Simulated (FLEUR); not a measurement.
## FeGe: parallel and opposed starts

Aim: find out whether FeGe carries moments, and which collinear order costs least.

Main program and level: FLEUR MaX-R8.1; PBE; all-electron FLAPW, Dirac cores, scalar-relativistic bands.

The database entry behind the starting cell differs from later determinations by our own check (about 0.2 % short), so it need not match the best structure at ambient conditions.

## (1) Set-up

Symmetry: P2_13, No. 198, cubic system. The conventional cell has a = 4.689 Å, b = 4.689 Å, c = 4.689 Å, α = 90.00°, β = 90.00°, γ = 90.00°. Fe has 7 Ge at 2.38 to 2.64 Å nearest. Nearest to Ge lie 7 Fe at 2.38 to 2.64 Å. Farther neighbours are not listed.

As a file:

```xyz
8
Lattice="4.6890 0.0000 0.0000 0.0000 4.6890 0.0000 0.0000 0.0000 4.6890" Properties=species:S:1:pos:R:3 pbc="T T T"
Fe    0.6330    0.6330    0.6330
Fe    1.7115    4.0560    2.9775
Fe    2.9775    1.7115    4.0560
Fe    4.0560    2.9775    1.7115
Ge    3.9481    3.9481    3.9481
Ge    3.0854    0.7409    1.6036
Ge    1.6036    3.0854    0.7409
Ge    0.7409    1.6036    3.0854
```

## (2) Start 1: ferro ++++

The parallel start comes first: it shows whether parallel moments hold.

inpgen writes inp.xml from crystal.txt; cutoffs, mixing, functional, smearing and local orbitals are then set in the file. The k list default-1 (kpts.xml, not shown) is a Γ-centred 10×10×10 mesh; where the ranks do not divide the number of points, some are split in two of half the weight.

The input, inp.xml:

```
<?xml version="1.0" encoding="UTF-8" standalone="no"?>
<fleurInput fleurInputVersion="0.39">
   <comment>
      FeGe
   </comment>
   <calculationSetup>
      <cutoffs Kmax="3.74" Gmax="11.2" GmaxXC="11.2" numbands="0"/>
      <scfLoop itmax="90" minDistance="0.00002" maxIterBroyd="15" imix="Anderson" alpha="0.05" precondParam="0.0" spinf="2.0" sdNocoIR="T"/>
      <coreElectrons ctail="T" frcor="F" kcrel="0" coretail_lmax="0"/>
      <xcFunctional name="pbe" relativisticCorrections="F"/>
      <magnetism jspins="2"/>
      <soc l_soc="F" theta="0.0" phi="0.0" spav="F"/>
      <expertModes spex="0" secvar="F"/>
      <geometryOptimization l_f="F" forcealpha="1.0" forcemix="BFGS" epsdisp="0.00001" epsforce="0.00001"/>
      <ldaU l_linMix="F" mixParam="0.05" spinf="1.0"/>
   </calculationSetup>
   <cell>
      <bzIntegration valenceElectrons="120.0" mode="hist" fermiSmearingEnergy="0.00183747">
         <kPointListSelection listName="default-1"/>
         <xi:include xmlns:xi="http://www.w3.org/2001/XInclude" href="kpts.xml"> </xi:include>
      </bzIntegration>
      <xi:include xmlns:xi="http://www.w3.org/2001/XInclude" href="sym.xml"> </xi:include>
      <bulkLattice scale="1.0">
         <bravaisMatrix>
            <row-1>    8.8609257982493990     0.0000000000000000     0.0000000000000000</row-1>
            <row-2>    0.0000000000000000     8.8609257982493990     0.0000000000000000</row-2>
            <row-3>    0.0000000000000000     0.0000000000000000     8.8609257982493990</row-3>
         </bravaisMatrix>
      </bulkLattice>
   </cell>
   <atomSpecies>
      <species name="Iron (Fe) 2.800" element="Fe" atomicNumber="26">
         <mtSphere radius="2.19" gridPoints="725" logIncrement="0.017"/>
         <atomicCutoffs lmax="8" lnonsphr="6"/>
         <electronConfig flipSpins="F">
            <coreConfig>(1s1/2) (2s1/2) (2p1/2) (2p3/2)</coreConfig>
            <valenceConfig>(3s1/2) (3p1/2) (3p3/2) (4s1/2) (3d3/2) (3d5/2)</valenceConfig>
            <stateOccupation state="(3d3/2)" spinUp="1.4" spinDown="1.0"/>
            <stateOccupation state="(3d5/2)" spinUp="3.0" spinDown="0.6"/>
         </electronConfig>
         <energyParameters s="4" p="4" d="3" f="4"/>
         <lo type="SCLO" l="0" n="3" eDeriv="0"/>
         <lo type="SCLO" l="1" n="3" eDeriv="0"/>
      </species>
      <species name="Germanium (Ge)" element="Ge" atomicNumber="32">
         <mtSphere radius="2.19" gridPoints="725" logIncrement="0.017"/>
         <atomicCutoffs lmax="8" lnonsphr="6"/>
         <electronConfig flipSpins="F">
            <coreConfig>(1s1/2) (2s1/2) (2p1/2) (2p3/2) (3s1/2) (3p1/2) (3p3/2)</coreConfig>
            <valenceConfig>(4s1/2) (3d3/2) (3d5/2) (4p1/2) (4p3/2)</valenceConfig>
            <stateOccupation state="(4p1/2)" spinUp="0.333333" spinDown="0.333333"/>
            <stateOccupation state="(4p3/2)" spinUp="0.666667" spinDown="0.666667"/>
         </electronConfig>
         <energyParameters s="4" p="4" d="3" f="4"/>
      </species>
   </atomSpecies>
   <atomGroups>
      <atomGroup species="Iron (Fe) 2.800">
         <relPos label="                   1">.1350000000 .1350000000 .1350000000</relPos>
         <relPos label="                   2">.3650000000 -.1350000000 -.3650000000</relPos>
         <relPos label="                   3">-.3650000000 .3650000000 -.1350000000</relPos>
         <relPos label="                   4">-.1350000000 -.3650000000 .3650000000</relPos>
         <force calculate="T" relaxXYZ="TTT"/>
      </atomGroup>
      <atomGroup species="Germanium (Ge)">
         <relPos label="                   5">-.1580000000 -.1580000000 -.1580000000</relPos>
         <relPos label="                   6">-.3420000000 .1580000000 .3420000000</relPos>
         <relPos label="                   7">.3420000000 -.3420000000 .1580000000</relPos>
         <relPos label="                   8">.1580000000 .3420000000 -.3420000000</relPos>
         <force calculate="T" relaxXYZ="TTT"/>
      </atomGroup>
   </atomGroups>
   <output dos="F" band="F" slice="F">
      <bandDOS minEnergy="-.5*Htr" maxEnergy="0.5*Htr" sigma="0.015" storeEVData="T"/>
      <plotting iplot="0" polar="F">
         <plot TwoD="T" vec1="  1.0  0.0  0.0" vec2="  0.0  1.0  0.0" vec3="  0.0  0.0  1.0" zero="  0.0  0.0  0.0" file="plot"/>
      </plotting>
      <moessbauerParams electricFieldGradient="F" isomerShift="F" coreHyperfine="F" valenceHyperfine="F"/>
   </output>
</fleurInput>
```

The input, crystal.txt:

```
FeGe
&input film=F cartesian=F /
4.68900000000  0.00000000000  0.00000000000
0.00000000000  4.68900000000  0.00000000000
0.00000000000  0.00000000000  4.68900000000
1.8897261246
1.0 1.0 1.0

8
26 0.13500000000  0.13500000000  0.13500000000 : 2.800
26 0.36500000000  0.86500000000  0.63500000000 : 2.800
26 0.63500000000  0.36500000000  0.86500000000 : 2.800
26 0.86500000000  0.63500000000  0.36500000000 : 2.800
32 0.84200000000  0.84200000000  0.84200000000
32 0.65800000000  0.15800000000  0.34200000000
32 0.34200000000  0.65800000000  0.15800000000
32 0.15800000000  0.34200000000  0.65800000000

&kpt div1=10 div2=10 div3=10 gamma=T /
```

Started as:

```
$ OMP_NUM_THREADS=1 inpgen -f crystal.txt > inpgen.log  # inp.xml is then edited as shown
$ OMP_NUM_THREADS=1 mpirun -n 4 fleur_MPI > fleur.log
```

The program printed:

```text
Welcome to FLEUR        (www.flapw.de)
      MaX-Release 8.1          (www.max-centre.eu)

 ========== k-point set info ==========
 Selected k-point list: default-1
 k-point list type: mesh
 10 x 10 x 10
 Number of k points: 76

 ------------Calculation Setup---------------------------
 Number of MPI-tasks      :            4
 Number of PE/node        :            4
 Number of OMP-threads    :            1
 k-points in parallel     :            4
 pe's per k-point         :            1
 No of k-point loops      :           19
 Eigenvalue solver        :       lapack
 Number of basis functions:          674
 Approximate size of matrices (H+S) per k-point:         0.014 GB
 --------------------------------------------------------
 Iteration:     1   Distance:      19.73155898 me/bohr^3
 Iteration:     2   Distance:      17.90641450 me/bohr^3
 Iteration:     3   Distance:      13.68600102 me/bohr^3
 Iteration:     4   Distance:       8.32650695 me/bohr^3
 Iteration:     5   Distance:       8.30192933 me/bohr^3
 Iteration:     6   Distance:       5.00401363 me/bohr^3
 Iteration:     7   Distance:       4.93160501 me/bohr^3
 Iteration:     8   Distance:       3.79688665 me/bohr^3
 Iteration:     9   Distance:       3.66342510 me/bohr^3
 Iteration:    10   Distance:       2.57717999 me/bohr^3
 Iteration:    11   Distance:       1.27142320 me/bohr^3
 Iteration:    12   Distance:       1.27648358 me/bohr^3
 Iteration:    13   Distance:       0.65086883 me/bohr^3
 Iteration:    14   Distance:       0.53666774 me/bohr^3
 Iteration:    15   Distance:       0.13108560 me/bohr^3
 Iteration:    16   Distance:       0.12672234 me/bohr^3
 Iteration:    17   Distance:       0.07461279 me/bohr^3
 Iteration:    18   Distance:       0.04576532 me/bohr^3
 Iteration:    19   Distance:       0.02090977 me/bohr^3
 Iteration:    20   Distance:       0.00920716 me/bohr^3
 Iteration:    21   Distance:       0.00852499 me/bohr^3
 Iteration:    22   Distance:       0.00258287 me/bohr^3
 Iteration:    23   Distance:       0.00191393 me/bohr^3
 Iteration:    24   Distance:       0.00090538 me/bohr^3
 Iteration:    25   Distance:       0.00024545 me/bohr^3
 Iteration:    26   Distance:       0.00037128 me/bohr^3
 Iteration:    27   Distance:       0.00006892 me/bohr^3
 Iteration:    28   Distance:       0.00003047 me/bohr^3
 Iteration:    29   Distance:       0.00001564 me/bohr^3

 ********************************************************************
 Run finished successfully
 Stop message:
   all done
 ********************************************************************

--- out.xml (last complete iteration) ---
<iteration numberForCurrentRun="   29" overallNumber="   29">
         <energyParameters units="Htr">
            <atomicEP atomType="1" spin="1" branch="4s" branchLowest="-2.80" branchHighest="2.23" value="0.2142168325"/>
            <atomicEP atomType="1" spin="1" branch="4p" branchLowest="-1.53" branchHighest="2.84" value="0.3424720258"/>
            <atomicEP atomType="1" spin="1" branch="3d" branchLowest="-9.99" branchHighest="0.50" value="0.3268788980"/>
            <atomicEP atomType="1" spin="1" branch="4f" branchLowest="-9.99" branchHighest="3.83" value="0.6522194335"/>
            <loAtomicEP atomType="1" spin="1" branch="3s" branchLowest="-29.46" branchHighest="-2.80" value="-2.8098100393"/>
            <loAtomicEP atomType="1" spin="1" branch="3p" branchLowest="-25.00" branchHighest="-1.53" value="-1.5640905170"/>
            <atomicEP atomType="2" spin="1" branch="4s" branchLowest="-5.63" branchHighest="1.11" value="0.0213199171"/>
            <atomicEP atomType="2" spin="1" branch="4p" branchLowest="-3.68" branchHighest="1.80" value="0.2353237961"/>
            <atomicEP atomType="2" spin="1" branch="3d" branchLowest="-9.99" branchHighest="-0.49" value="-0.5083912322"/>
            <atomicEP atomType="2" spin="1" branch="4f" branchLowest="-9.99" branchHighest="3.72" value="0.5944548339"/>
            <atomicEP atomType="1" spin="2" branch="4s" branchLowest="-2.75" branchHighest="2.27" value="0.2239532672"/>
            <atomicEP atomType="1" spin="2" branch="4p" branchLowest="-1.48" branchHighest="2.87" value="0.3503332758"/>
            <atomicEP atomType="1" spin="2" branch="3d" branchLowest="-9.99" branchHighest="0.55" value="0.3627110758"/>
            <atomicEP atomType="1" spin="2" branch="4f" branchLowest="-9.99" branchHighest="3.87" value="0.6586191126"/>
            <loAtomicEP atomType="1" spin="2" branch="3s" branchLowest="-29.44" branchHighest="-2.75" value="-2.7588839774"/>
            <loAtomicEP atomType="1" spin="2" branch="3p" branchLowest="-24.98" branchHighest="-1.48" value="-1.5143835111"/>
            <atomicEP atomType="2" spin="2" branch="4s" branchLowest="-5.63" branchHighest="1.11" value="0.0147155462"/>
            <atomicEP atomType="2" spin="2" branch="4p" branchLowest="-3.68" branchHighest="1.80" value="0.2276951994"/>
            <atomicEP atomType="2" spin="2" branch="3d" branchLowest="-9.99" branchHighest="-0.49" value="-0.5090123852"/>
            <atomicEP atomType="2" spin="2" branch="4f" branchLowest="-9.99" branchHighest="3.72" value="0.5863436702"/>
         </energyParameters>
         <bandgap value="0.0015945054" units="eV"/>
         <sumValenceSingleParticleEnergies value="-66.9030084562" units="Htr"/>
         <FermiEnergy value="0.4035090160" units="Htr"/>
         <valenceDensity>
            <mtCharges spin="1">
               <mtCharge atomType="1" total="7.9589354" s="1.1270516" p="3.1355846" d="3.6882387" f="0.0068290"/>
               <mtCharge atomType="2" total="6.0148670" s="0.5034557" p="0.5026957" d="4.9957126" f="0.0105207"/>
            </mtCharges>
            <mtCharges spin="2">
               <mtCharge atomType="1" total="6.7400870" s="1.1255497" p="3.1377164" d="2.4682505" f="0.0073397"/>
               <mtCharge atomType="2" total="6.0813530" s="0.5128095" p="0.5597274" d="4.9968504" f="0.0100038"/>
            </mtCharges>
            <spinDependentCharge spin="1" total="62.1822765" interstitial="6.2870670" mtSpheres="55.8952095"/>
            <spinDependentCharge spin="2" total="57.8177235" interstitial="6.5319633" mtSpheres="51.2857602"/>
            <totalCharge value="120.0000000000"/>
         </valenceDensity>
         <coreStates atomType="     1" atomicNumber=" 26" spin="1" kinEnergy="    574.7676473080" eigValSum="   -360.9589675730" lostElectrons=" 0.000000">
            <state n="1" l="0" j="0.5" energy="-256.4891307088" weight="1.0000000000"/>
            <state n="2" l="0" j="0.5" energy="-29.4603176664" weight="1.0000000000"/>
            <state n="2" l="1" j="0.5" energy="-25.3088344111" weight="1.0000000000"/>
            <state n="2" l="1" j="1.5" energy="-24.8503423933" weight="2.0000000000"/>
         </coreStates>
         <coreStates atomType="     1" atomicNumber=" 26" spin="2" kinEnergy="    574.9983251068" eigValSum="   -360.8855475853" lostElectrons=" 0.000000">
            <state n="1" l="0" j="0.5" energy="-256.4892758238" weight="1.0000000000"/>
            <state n="2" l="0" j="0.5" energy="-29.4378199257" weight="1.0000000000"/>
            <state n="2" l="1" j="0.5" energy="-25.2921412620" weight="1.0000000000"/>
            <state n="2" l="1" j="1.5" energy="-24.8331552869" weight="2.0000000000"/>
         </coreStates>
         <coreStates atomType="     2" atomicNumber=" 32" spin="1" kinEnergy="    993.1647579348" eigValSum="   -599.1077827053" lostElectrons=" 0.000543">
            <state n="1" l="0" j="0.5" energy="-402.1350725258" weight="1.0000000000"/>
            <state n="2" l="0" j="0.5" energy="-49.8334543557" weight="1.0000000000"/>
            <state n="2" l="1" j="0.5" energy="-44.2627580708" weight="1.0000000000"/>
            <state n="2" l="1" j="1.5" energy="-43.0914728689" weight="2.0000000000"/>
            <state n="3" l="0" j="0.5" energy="-5.6292930167" weight="1.0000000000"/>
            <state n="3" l="1" j="0.5" energy="-3.7928963863" weight="1.0000000000"/>
            <state n="3" l="1" j="1.5" energy="-3.6356813061" weight="2.0000000000"/>
         </coreStates>
         <coreStates atomType="     2" atomicNumber=" 32" spin="2" kinEnergy="    993.1631183272" eigValSum="   -599.1097912567" lostElectrons=" 0.000546">
            <state n="1" l="0" j="0.5" energy="-402.1352891930" weight="1.0000000000"/>
            <state n="2" l="0" j="0.5" energy="-49.8335388975" weight="1.0000000000"/>
            <state n="2" l="1" j="0.5" energy="-44.2629318699" weight="1.0000000000"/>
            <state n="2" l="1" j="1.5" energy="-43.0916411328" weight="2.0000000000"/>
            <state n="3" l="0" j="0.5" energy="-5.6295591324" weight="1.0000000000"/>
            <state n="3" l="1" j="0.5" energy="-3.7932030753" weight="1.0000000000"/>
            <state n="3" l="1" j="1.5" energy="-3.6359934115" weight="2.0000000000"/>
         </coreStates>
         <allElectronCharges>
            <spinDependentCharge spin="1" total="118.1822765" interstitial="6.2891972" mtSpheres="111.8930793"/>
            <spinDependentCharge spin="2" total="113.8177235" interstitial="6.5341051" mtSpheres="107.2836184"/>
            <totalCharge value="231.9999999652"/>
         </allElectronCharges>
         <magneticMomentsInMTSpheres units="muBohr">
            <globalMagMoment atomType="1" vec="0.00000   0.00000   1.21885"/>
            <localMagMoment atomType="1" vec="0.00000   0.00000   1.21885"/>
            <globalMagMoment atomType="2" vec="0.00000   0.00000  -0.06648"/>
            <localMagMoment atomType="2" vec="0.00000   0.00000  -0.06648"/>
         </magneticMomentsInMTSpheres>
         <moessbauerParams unitsHFF="kG" unitsIS="e/bohr^3" unitsEFG="Htr/bohr^2">
         </moessbauerParams>
         <totalEnergy value="   -13487.5532456026" units="Htr">
            <sumOfEigenvalues value="    -7747.1513649374">
               <coreElectrons value="-7680.2483564811"/>
               <valenceElectrons value="-66.9030084562"/>
            </sumOfEigenvalues>
            <densityCoulombPotentialIntegral value="-20775.8301693415"/>
            <densityEffectivePotentialIntegral value="-21481.5862082889"/>
            <chargeDenXCDenIntegral value="-543.0326361886"/>
            <FockExchangeEnergyValence value="0.0000000000"/>
            <FockExchangeEnergyCore value="0.0000000000"/>
            <atomTypeDependentContributions atomType="1">
               <electronNucleiInteractionDifferentMTs value="6076.8832754970"/>
               <MadelungTerm value="-47.7555279748"/>
            </atomTypeDependentContributions>
            <atomTypeDependentContributions atomType="2">
               <electronNucleiInteractionDifferentMTs value="10093.5927591005"/>
               <MadelungTerm value="-72.8088055226"/>
            </atomTypeDependentContributions>
            <tkbTimesEntropy value="0.0021426556"/>
            <freeEnergy value="-13487.5553882581"/>
            <extrapolationTo0K value="-13487.5543169303"/>
         </totalEnergy>
         <densityConvergence units="me/bohr^3">
            <chargeDensity spin="1" distance="0.0000082459"/>
            <chargeDensity spin="2" distance="0.0000111439"/>
            <overallChargeDensity distance="0.0000118171"/>
            <spinDensity distance="0.0000156435"/>
         </densityConvergence>
      </iteration>
```

Wall time 9 min (4 MPI ranks of Arm Neoverse V2, shared host); peak memory 0.44 GiB.

Spin moment in the muffin-tin sphere by atom:

```tsv
atom	spin moment in the muffin-tin sphere (μB)
Fe1	1.22
Fe2	1.22
Fe3	1.22
Fe4	1.22
Ge5	-0.07
Ge6	-0.07
Ge7	-0.07
Ge8	-0.07
```

Read from the output:

| Item | Value |
| --- | --- |
| free energy | -367015.0792 eV |
| program's band gap on this mesh (in a metal only a level spacing) | 0.001595 eV |
| magnetization | 4.365 μB |
| final state | ferromagnetic, with opposed induced moments |

After 29 cycles the largest moment stands at 1.22 μB.

[end of part 1 of 2]

[Logs and program files are shortened in this print: banners, set-up blocks, solver, clock and traceback lines can be left out without a mark of their own.]

[Logs are printed without paths, hosts, clocks, repeated set-up lines and the standing remarks that a program may print on its own settings, such as how far it seeks lower states.]

[Hosts, paths, dates, database ids (printed as entryN), source tags and the programs' standing remarks are cut or masked in the printed files.]

[Where a cell is said to come from a database of computed structures, the database is the Materials Project.]
